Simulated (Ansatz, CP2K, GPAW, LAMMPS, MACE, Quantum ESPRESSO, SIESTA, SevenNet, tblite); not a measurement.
# Glassy 70P2O5-10Al2O3-20CaO (mol %) (58 atoms) in Quantum ESPRESSO

Aim: run glassy 70P2O5-10Al2O3-20CaO (mol %) (58 atoms) in Quantum ESPRESSO and see how near its forces come to a plane-wave reference, and at what cost.

Method: the method is named at each step, in Quantum ESPRESSO 7.5.

**1. The starting structure**

The cell holds 58 atoms: 14 P, 2 Al, 2 Ca and 40 O. Its edges and angles: a = 9.332 Å, b = 9.332 Å, c = 9.332 Å, α = 90.0°, β = 90.0°, γ = 90.0°. 58 atoms (14 P, 2 Al, 2 Ca, 40 O) placed at random at 2.49 g/cm³, melted at 4000 K for 10 ps at fixed volume with the Morse and Coulomb pair potential with partial charges (Pedone, Malavasi, Menziani, Cormack and Segre, J. Phys. Chem. B 110, 11780 (2006)). Quenched from 4000 K to 300 K at 5 K/ps and fixed volume, held 10 ps at zero pressure.

The yardstick, on the same geometry:

- method: Kohn-Sham DFT, PBE, PAW, plane waves (Ansatz 0.2.0); cutoff 420 eV, Γ point, fermi-dirac smearing of 0.05 eV; PAW set soft_2
- r.m.s. force component: 1.701 eV/Å
- longest force: 7.519 eV/Å
- pressure: 1.597 GPa
- gap (highest filled to lowest empty level): 0.6959 eV
- SCF cycles: 10
- time: 5.6 s on 4 threads of Arm Neoverse V2, shared host
- CPU time: 21 s

**2. PBE, sssp-1.3.0-efficiency, 60/480 Ry**

Method: Kohn-Sham DFT, PBE, SSSP efficiency 1.3.0 pseudopotentials, plane waves.

Input file pw.in:

```
&control
  calculation = 'scf'
  pseudo_dir = './pseudo'
  outdir = './tmp'
  disk_io = 'none'
  tprnfor = .true.
  tstress = .true.
/
&system
  ibrav = 0
  nat = 58
  ntyp = 4
  ecutwfc = 60
  ecutrho = 480
  nosym = .true.
  occupations = 'smearing'
  smearing = 'fd'
  degauss = 0.003675
/
&electrons
  conv_thr = 2.9e-07
  electron_maxstep = 100
  mixing_beta = 0.4
  mixing_mode = 'plain'
  diagonalization = 'david'
/
ATOMIC_SPECIES
P 30.974 P.upf
Al 26.982 Al.upf
Ca 40.078 Ca.upf
O 15.999 O.upf
CELL_PARAMETERS angstrom
9.33176 0.00000 0.00000
0.00000 9.33176 0.00000
0.00000 0.00000 9.33176
ATOMIC_POSITIONS crystal
P 0.96134 0.55846 0.04248
P 0.24478 0.21348 0.10247
P 0.97842 0.26931 0.91185
P 0.51680 0.88921 0.50080
P 0.37160 0.59155 0.51858
P 0.18058 0.88720 0.16270
P 0.61773 0.45439 0.71143
P 0.71760 0.74869 0.15446
P 0.82040 0.93661 0.62034
P 0.62786 0.31576 0.28471
P 0.40671 0.64716 0.18509
P 0.19021 0.30966 0.41895
P 0.30055 0.10087 0.64485
P 0.54101 0.26140 0.97283
Al 0.87619 0.26608 0.53491
Al 0.76979 0.01924 0.94584
Ca 0.99418 0.67923 0.40411
Ca 0.10145 0.78530 0.77238
O 0.38503 0.20722 0.73796
O 0.89277 0.15088 0.96976
O 0.23967 0.65711 0.59035
O 0.03573 0.33470 0.44682
O 0.49734 0.90377 0.34516
O 0.61998 0.30738 0.11756
O 0.77677 0.75564 0.30065
O 0.20876 0.27168 0.25320
O 0.48006 0.49496 0.62217
O 0.38311 0.63878 0.34720
O 0.91650 0.40429 0.98356
O 0.80535 0.93880 0.78514
O 0.29758 0.77227 0.14018
O 0.05324 0.60944 0.92200
O 0.93337 0.81951 0.58979
O 0.04425 0.55440 0.18074
O 0.12770 0.25425 0.99561
O 0.82578 0.63799 0.06990
O 0.06702 0.86837 0.05817
O 0.87640 0.08161 0.57259
O 0.28259 0.44047 0.46039
O 0.57681 0.38030 0.86418
O 0.98766 0.28449 0.75234
O 0.47333 0.73991 0.55125
O 0.72809 0.89058 0.07777
O 0.71755 0.35106 0.63761
O 0.19621 0.03099 0.74429
O 0.62481 0.47060 0.31782
O 0.69910 0.58935 0.74336
O 0.39406 0.22579 0.03698
O 0.49794 0.23505 0.33714
O 0.23678 0.18108 0.51593
O 0.75877 0.25198 0.35937
O 0.41741 0.99489 0.58302
O 0.56325 0.68660 0.14404
O 0.23639 0.04503 0.12980
O 0.61870 0.12821 0.91997
O 0.36657 0.51244 0.10788
O 0.13108 0.87472 0.31401
O 0.66763 0.91954 0.55755
K_POINTS gamma
```

Run with:

```
> OMP_NUM_THREADS=1 mpirun -np 2 pw.x -in pw.in > output.txt
```

Log:

```text
Program PWSCF
     gamma-point specific algorithms are used
     Parallelization info
     sticks:   dense  smooth     PW     G-vecs:    dense   smooth      PW
     Min        5939    2977    739               486965   172427   21497
     Max        5942    2980    742               486966   172432   21506
     Sum       11881    5957   1481               973931   344859   43003
     bravais-lattice index     =            0
     lattice parameter (alat)  =      17.6345  a.u.
     unit-cell volume          =    5483.8717 (a.u.)^3
     number of atoms/cell      =           58
     number of atomic types    =            4
     number of electrons       =       336.00
     number of Kohn-Sham states=          202
     kinetic-energy cutoff     =      60.0000  Ry
     charge density cutoff     =     480.0000  Ry
     scf convergence threshold =      2.9E-07
     mixing beta               =       0.4000
     number of iterations used =            8  plain     mixing
     Exchange-correlation= SLA  PW   PBX  PBC
                           (   1   4   3   4   0   0   0)
     crystal axes: (cart. coord. in units of alat)
               a(1) = (   1.000000   0.000000   0.000000 )
               a(2) = (   0.000000   1.000000   0.000000 )
               a(3) = (   0.000000   0.000000   1.000000 )
     reciprocal axes: (cart. coord. in units 2 pi/alat)
               b(1) = (  1.000000  0.000000  0.000000 )
               b(2) = (  0.000000  1.000000  0.000000 )
               b(3) = (  0.000000  0.000000  1.000000 )
     PseudoPot. # 1 for P :
     Pseudo is Ultrasoft + core correction, Zval =  5.0
     PseudoPot. # 2 for Al:
     Pseudo is Projector augmented-wave + core cor, Zval =  3.0
     PseudoPot. # 3 for Ca:
     Pseudo is Ultrasoft + core correction, Zval = 10.0
     PseudoPot. # 4 for O :
     Pseudo is Projector augmented-wave + core cor, Zval =  6.0
     atomic species   valence    mass     pseudopotential
     P                 5.00    30.97400     P ( 1.00)
     Al                3.00    26.98200     Al( 1.00)
     Ca               10.00    40.07800     Ca( 1.00)
     O                 6.00    15.99900     O ( 1.00)
     No symmetry found
   Cartesian axes
     number of k points=     1  Fermi-Dirac smearing, width (Ry)=  0.0037
                       cart. coord. in units 2pi/alat
        k(    1) = (   0.0000000   0.0000000   0.0000000), wk =   2.0000000
     Dense  grid:   486966 G-vectors     FFT dimensions: ( 125, 125, 125)
     Smooth grid:   172430 G-vectors     FFT dimensions: (  90,  90,  90)
     Initial potential from superposition of free atoms
     starting charge     335.9822, renormalised to     336.0000
     Starting wfcs are  244 randomized atomic wfcs
     Self-consistent Calculation
     iteration #  1     ecut=    60.00 Ry     beta= 0.40
     total energy              =   -2091.18449607 Ry
     estimated scf accuracy    <      15.62947678 Ry
     iteration #  2     ecut=    60.00 Ry     beta= 0.40
     total energy              =   -2094.85107462 Ry
     estimated scf accuracy    <       0.65595879 Ry
     iteration #  3     ecut=    60.00 Ry     beta= 0.40
     total energy              =   -2094.93925252 Ry
     estimated scf accuracy    <       0.26701413 Ry
     iteration #  4     ecut=    60.00 Ry     beta= 0.40
     total energy              =   -2094.96531096 Ry
     estimated scf accuracy    <       0.04462486 Ry
     iteration #  5     ecut=    60.00 Ry     beta= 0.40
     total energy              =   -2094.96759497 Ry
     estimated scf accuracy    <       0.01333699 Ry
     iteration #  6     ecut=    60.00 Ry     beta= 0.40
     total energy              =   -2094.96724931 Ry
     estimated scf accuracy    <       0.00234084 Ry
     iteration #  7     ecut=    60.00 Ry     beta= 0.40
     total energy              =   -2094.96822789 Ry
     estimated scf accuracy    <       0.00137332 Ry
     iteration #  8     ecut=    60.00 Ry     beta= 0.40
     total energy              =   -2094.96834839 Ry
     estimated scf accuracy    <       0.00009722 Ry
     iteration #  9     ecut=    60.00 Ry     beta= 0.40
     total energy              =   -2094.96840666 Ry
     estimated scf accuracy    <       0.00005185 Ry
     iteration # 10     ecut=    60.00 Ry     beta= 0.40
     total energy              =   -2094.96840786 Ry
     estimated scf accuracy    <       0.00000755 Ry
     iteration # 11     ecut=    60.00 Ry     beta= 0.40
     total energy              =   -2094.96841104 Ry
     estimated scf accuracy    <       0.00000190 Ry
     iteration # 12     ecut=    60.00 Ry     beta= 0.40
     End of self-consistent calculation
          k = 0.0000 0.0000 0.0000 ( 21502 PWs)   bands (ev):
   -36.1503 -36.0094 -21.5432 -20.5690 -20.3086 -19.7809 -19.6426 -19.5728
   -19.1686 -19.1174 -18.8100 -18.7639 -18.5571 -18.3940 -18.0283 -17.9737
   -17.7803 -17.5948 -17.5342 -17.3781 -17.2801 -17.2481 -17.2122 -17.1961
   -17.1035 -17.0679 -17.0585 -16.9584 -16.8105 -16.6231 -16.1930 -16.0175
   -15.8902 -15.6968 -15.5706 -15.5246 -15.4070 -15.3219 -15.1485 -14.8961
   -14.7830 -14.4627 -14.3595 -14.2549 -13.8651 -13.4355 -12.9283 -12.2097
   -12.0447 -10.6364  -9.9956  -9.6434  -9.5845  -9.1037  -9.0123  -8.5541
    -8.2148  -7.9576  -7.4768  -7.3239  -6.8179  -6.6417  -6.6127  -6.4990
    -6.1736  -5.9496  -5.3153  -4.9988  -4.9083  -4.7388  -4.5259  -3.9944
    -3.7810  -3.6570  -3.5827  -3.4786  -3.3874  -3.3620  -3.1733  -3.0101
    -2.9517  -2.8904  -2.7809  -2.7172  -2.6291  -2.4652  -2.3918  -2.3388
    -2.2807  -2.2457  -2.1834  -2.1345  -2.0320  -1.9197  -1.8580  -1.7922
[...]
2.8392   3.0719   3.1231   3.2101   3.4382   3.9700   4.3865   4.8723
     5.5776   6.6210   7.3717   7.7948   7.9924   8.1952   8.4637   8.5545
     8.6863   8.8513   8.9520   9.0417   9.1508   9.2370   9.2592   9.4410
     9.5109   9.6064   9.6641   9.8155   9.8996   9.9635  10.0703  10.1351
    10.2274  10.2469  10.3406  10.5008  10.5552  10.6714  10.7607  10.8554
    10.8967  10.9187
     the Fermi energy is     5.2249 ev
!    total energy              =   -2094.96841128 Ry
     estimated scf accuracy    <       0.00000012 Ry
     smearing contrib. (-TS)   =      -0.00010229 Ry
     internal energy E=F+TS    =   -2094.96830899 Ry
     The total energy is F=E-TS. E is the sum of the following terms:
     one-electron contribution =   -1033.31217922 Ry
     hartree contribution      =     680.14893687 Ry
     xc contribution           =    -394.74529366 Ry
     ewald contribution        =    -897.70354959 Ry
     one-center paw contrib.   =    -449.35622339 Ry
     convergence has been achieved in  12 iterations
     Forces acting on atoms (cartesian axes, Ry/au):
     atom    1 type  1   force =     0.18457406   -0.00576892    0.01021631
     atom    2 type  1   force =    -0.02599540   -0.15882574    0.04273898
     atom    3 type  1   force =     0.00185880    0.07642820   -0.10084435
     atom    4 type  1   force =    -0.10431823   -0.01609537   -0.13495652
     atom    5 type  1   force =     0.03716076    0.06558916    0.01620129
     atom    6 type  1   force =    -0.08276208   -0.01077207    0.08753685
     atom    7 type  1   force =     0.11774340    0.12011473   -0.03199012
     atom    8 type  1   force =     0.08451073   -0.01504409    0.04208601
     atom    9 type  1   force =     0.07525630    0.01050465    0.04445148
     atom   10 type  1   force =    -0.10751263    0.00661947    0.20680087
     atom   11 type  1   force =    -0.06587423   -0.10924421   -0.03306896
     atom   12 type  1   force =     0.14566027    0.03678449    0.06060140
[...]
atom   54 type  4   force =     0.06939012    0.12257771   -0.02005536
     atom   55 type  4   force =    -0.05401749   -0.00975046    0.00441608
     atom   56 type  4   force =     0.00806368    0.03405150    0.00036242
     atom   57 type  4   force =    -0.00189311    0.00151466    0.06456457
     atom   58 type  4   force =     0.05626900   -0.00070880    0.02505736
     Total force =     0.877001     Total SCF correction =     0.000955
     Computing stress (Cartesian axis) and pressure
          total   stress  (Ry/bohr**3)                   (kbar)     P=       22.30
   0.00021145   0.00007215  -0.00004676           31.11       10.61       -6.88
   0.00007215   0.00023960   0.00002791           10.61       35.25        4.11
  -0.00004676   0.00002791   0.00000366           -6.88        4.11        0.54
     Message from routine punch:
     Nothing written, as per user request (disk_io='none')
```

Elapsed: 2.3 min, on 2 MPI ranks of Arm Neoverse V2, shared host; peak memory 2.2 GiB.

Banners, paths, timers and routine set-up lines are dropped from the logs unmarked, and long logs keep their key lines alone; longer cuts are marked.

Compared with the plane-wave run:

| Quantity | Value |
| --- | --- |
| r.m.s. force component | 1.709 eV/Å |
| r.m.s. difference of force components | 94.67 meV/Å |
| longest difference of force vectors | 322.8 meV/Å |
| force difference over r.m.s. force | 5.564 % |
| slope of forces against the reference's | 1.003 |
| correlation of force components | 0.9985 |
| gap (highest filled to lowest empty level) | 0.7053 eV |
| gap difference | 0.0094 eV |
| pressure | 2.23 GPa |
| pressure difference | 0.6331 GPa |

Length of the force difference by element (eV/Å):

| element | atoms | mean | most |
| --- | --- | --- | --- |
| Al | 2 | 0.056 | 0.069 |
| Ca | 2 | 0.011 | 0.014 |
| O | 40 | 0.15 | 0.32 |
| P | 14 | 0.14 | 0.21 |

Levels nearest the highest filled one (eV from it): -2.26, -2.22, -2.10, -2.07, -2.03, -1.80, -1.75, -1.66, -1.43, -0.90, -0.49, 0.00, 0.71, 1.75, 2.50, 2.92, 3.12, 3.32, 3.59, 3.68, 3.81, 3.98, 4.08, 4.17.

The surroundings of P13, which bears the longest force, nearest first, numbered as they follow in the input and with coordinates relative to it.

| atom | x | y | z | distance (Å) | bonds | Fx | Fy | Fz (eV/Å) |
| --- | --- | --- | --- | --- | --- | --- | --- | --- |
| P13 | 0.00 | 0.00 | 0.00 | 0.00 | 4 | 4.00 | 1.70 | 6.04 |
| O45 | -0.97 | -0.65 | 0.93 | 1.49 | 2 | -1.69 | -2.30 | -0.85 |
| O19 | 0.79 | 0.99 | 0.87 | 1.54 | 1 | -0.43 | -0.11 | -1.29 |
| O50 | -0.60 | 0.75 | -1.20 | 1.54 | 2 | -1.67 | 0.68 | -3.53 |
| O52 | 1.09 | -0.99 | -0.58 | 1.58 | 2 | -0.41 | -0.04 | 0.41 |
| P12 | -1.03 | 1.95 | -2.11 | 3.05 | 4 | 3.75 | 0.95 | 1.56 |
| P4 | 2.02 | -1.98 | -1.34 | 3.13 | 4 | -2.68 | -0.41 | -3.47 |
| O41 | -2.92 | 1.71 | 1.00 | 3.53 | 1 | 0.42 | 0.02 | 0.16 |
| O39 | -0.17 | 3.17 | -1.72 | 3.61 | 2 | -1.04 | -1.86 | -0.81 |

Forces lie 5.6 % from the reference's, at 13 times its CPU time (on 2 against 4 cores).

**3. PBE, sssp-1.3.0-efficiency, 35/280 Ry**

Method: Kohn-Sham DFT, PBE, SSSP efficiency 1.3.0 pseudopotentials, plane waves.

pw.in: that of step 2 with these lines changed.

```diff
@@ -12,4 +12,4 @@
   ntyp = 4
-  ecutwfc = 60
-  ecutrho = 480
+  ecutwfc = 35
+  ecutrho = 280
   nosym = .true.
```

Log:

```text
[banner, memory and clock lines left out]
Program PWSCF
     gamma-point specific algorithms are used
     bravais-lattice index     =            0
     lattice parameter (alat)  =      17.6345  a.u.
     unit-cell volume          =    5483.8717 (a.u.)^3
     number of atoms/cell      =           58
     number of atomic types    =            4
     number of electrons       =       336.00
     number of Kohn-Sham states=          202
     kinetic-energy cutoff     =      35.0000  Ry
[... lines left out ...]
     scf convergence threshold =      2.9E-07
[... lines left out ...]
     number of k points=     1  Fermi-Dirac smearing, width (Ry)=  0.0037
[... lines left out ...]
     total energy              =   -2090.85736236 Ry
[... lines left out ...]
     total energy              =   -2094.28743028 Ry
[... lines left out ...]
     total energy              =   -2094.33650773 Ry
[... lines left out ...]
     total energy              =   -2094.35550463 Ry
[... lines left out ...]
     total energy              =   -2094.35550478 Ry
[... lines left out ...]
   -36.1505 -36.0097 -21.5691 -20.5963 -20.3361 -19.8074 -19.6694 -19.5998
   -19.1971 -19.1459 -18.8386 -18.7934 -18.5847 -18.4240 -18.0570 -18.0048
   -17.8107 -17.6266 -17.5555 -17.4095 -17.3085 -17.2533 -17.2197 -17.2050
[...]
9.5093   9.6052   9.6626   9.8133   9.8986   9.9610  10.0702  10.1326
    10.2255  10.2452  10.3386  10.5000  10.5551  10.6716  10.7641  10.8558
    10.8973  10.9203
     the Fermi energy is     5.2173 ev
!    total energy              =   -2094.35550485 Ry
     estimated scf accuracy    <       0.00000001 Ry
     smearing contrib. (-TS)   =      -0.00011096 Ry
     internal energy E=F+TS    =   -2094.35539390 Ry
     The total energy is F=E-TS. E is the sum of the following terms:
     one-electron contribution =   -1032.17305953 Ry
     hartree contribution      =     679.66059392 Ry
     xc contribution           =    -394.67011694 Ry
     ewald contribution        =    -897.70354966 Ry
     one-center paw contrib.   =    -449.46926168 Ry
     convergence has been achieved in  12 iterations
     Forces acting on atoms (cartesian axes, Ry/au):
     atom    1 type  1   force =     0.18441212   -0.00605632    0.01014040
     atom    2 type  1   force =    -0.02605896   -0.15897575    0.04281915
     atom    3 type  1   force =     0.00222516    0.07677545   -0.10064652
[...]
atom   57 type  4   force =    -0.00223299    0.00178141    0.06638047
     atom   58 type  4   force =     0.05723117   -0.00096170    0.02488076
     Total force =     0.879895     Total SCF correction =     0.000219
     Computing stress (Cartesian axis) and pressure
          total   stress  (Ry/bohr**3)                   (kbar)     P=      -90.66
  -0.00055597   0.00007070  -0.00004760          -81.79       10.40       -7.00
   0.00007070  -0.00053235   0.00002646           10.40      -78.31        3.89
  -0.00004760   0.00002646  -0.00076059           -7.00        3.89     -111.89
     Message from routine punch:
     Nothing written, as per user request (disk_io='none')
```

Wall time 68 s (2 MPI ranks); peak memory 1.1 GiB; 2.3 min of CPU time.

Against the reference:

```
r.m.s. force component                           : 1.715 eV/Å
r.m.s. difference of force components            : 109.2 meV/Å
longest difference of force vectors              : 401.9 meV/Å
force difference over r.m.s. force               : 6.417 %
slope of forces against the reference's          : 1.006
correlation of force components                  : 0.998
gap (highest filled to lowest empty level) : 0.696 eV
gap difference                                   : 0.0001 eV
pressure                                         : -9.066 GPa
pressure difference                              : -10.66 GPa
energy less the same-level run's                 : 143.8 meV/atom
r.m.s. force difference from the same-level run  : 18.86 meV/Å
```

This is a coarse setting, run to see what it loses.

Against the first run (5.6 %), the force difference from the reference is 6.4 %, at 0.49 times the CPU time: the cutoff matters here.

**4. Side by side**

Differences are against the plane-wave reference, forces as r.m.s. over components; share is that over the reference's r.m.s. force, slope the least-squares factor from reference forces to these. Total energies of different programs have different zeros and aren't compared.

| run | Δ force, r.m.s. (meV/Å) | share (%) | slope | Δ pressure (GPa) | Δ gap (eV) | cores | CPU time | memory (GiB) |
| --- | --- | --- | --- | --- | --- | --- | --- | --- |
| reference | - | - | - | - | - | 4 | 21 s | 0.85 |
| QE PBE, sssp-1.3.0-efficiency, 60/480 Ry | 94.7 | 5.56 | 1.003 | 0.633 | 0.0094 | 2 | 4.6 min | 2.2 |
| QE PBE, sssp-1.3.0-efficiency, 35/280 Ry (coarse) | 109 | 6.42 | 1.006 | -10.7 | 1.0e-4 | 2 | 2.3 min | 1.1 |

Rows marked coarse were listed beforehand as settings not expected to be converged; some can still land near the reference.

CPU time is summed over cores on a shared host, where runs went side by side, so it is rough. Symmetry, cutoffs, thresholds, outputs and thread counts weren't matched or tuned between programs; memory under MPI is the largest rank's times the ranks.

Within one program, basis, potentials and functional, energies share a zero. Each run against its twin at the usual cutoff or grid and solver:

| run | twin | Δ energy (meV/atom) | Δ force, r.m.s. (meV/Å) | CPU time over the twin's |
| --- | --- | --- | --- | --- |
| QE PBE, sssp-1.3.0-efficiency, 35/280 Ry | sssp-1.3.0-efficiency, 60/480 Ry | 144 | 18.9 | 0.49 |

**5. Results**

```json
{"nearest in forces": "QE PBE, sssp-1.3.0-efficiency, 60/480 Ry, 5.6 %", "its CPU time": "4.6 min"}
```

In words: PBE on plane waves or a grid with other potentials, cutoffs or grids, coarse settings apart, differs from the reference by 5.6 % (QE PBE, sssp-1.3.0-efficiency, 60/480 Ry) of the r.m.s. force; this holds the reference's own error, so differences of a few per cent don't tell which side is nearer the exact PBE result (QE's 60 Ry are 816 eV, against the reference's 420 eV). Runs with settings chosen to be coarse differ by 6.4 % (QE PBE, sssp-1.3.0-efficiency, 35/280 Ry), their programs' other errors included. None of the electronic-structure runs in the table takes under half the reference's CPU time of 21 s; they take 6.5 to 13 times as much. PBE gaps agree with the reference's 0.696 eV within 0.010 eV. In pressure, QE PBE, sssp-1.3.0-efficiency, 35/280 Ry misses by -10.7 GPa, at the same functional; a cutoff this low leaves a large Pulay stress. In our tests on small cells the SSSP efficiency potentials stood apart from two norm-conserving sets, for C–F bonds most and for P–O bonds less, so differences between them and other runs here needn't be the other run's error. The quench rate of 5 K/ps is many orders above laboratory rates, so the cell is likely richer in defects and strain than a real sample. The network of bonds at the start is that of the classical potential that made the cell, and needn't be the one that DFT or experiment would give. The reference's stress is far from hydrostatic: its diagonal is 2.5, 2.9, -0.6 GPa, compression counted positive. The electronic-structure runs sample only Γ, in a cell whose shortest periodic width is 9 Å.

[Also dropped from logs without a mark: logging warnings of Python, and SIESTA's first energy breakdown and zero terms.]

[Logs are printed without paths, hosts, clocks, repeated set-up lines and the standing remarks that a program may print on its own settings, such as how far it seeks lower states.]

[Hosts, paths, dates, database ids (printed as entryN), source tags and the programs' standing remarks are cut or masked in the printed files.]
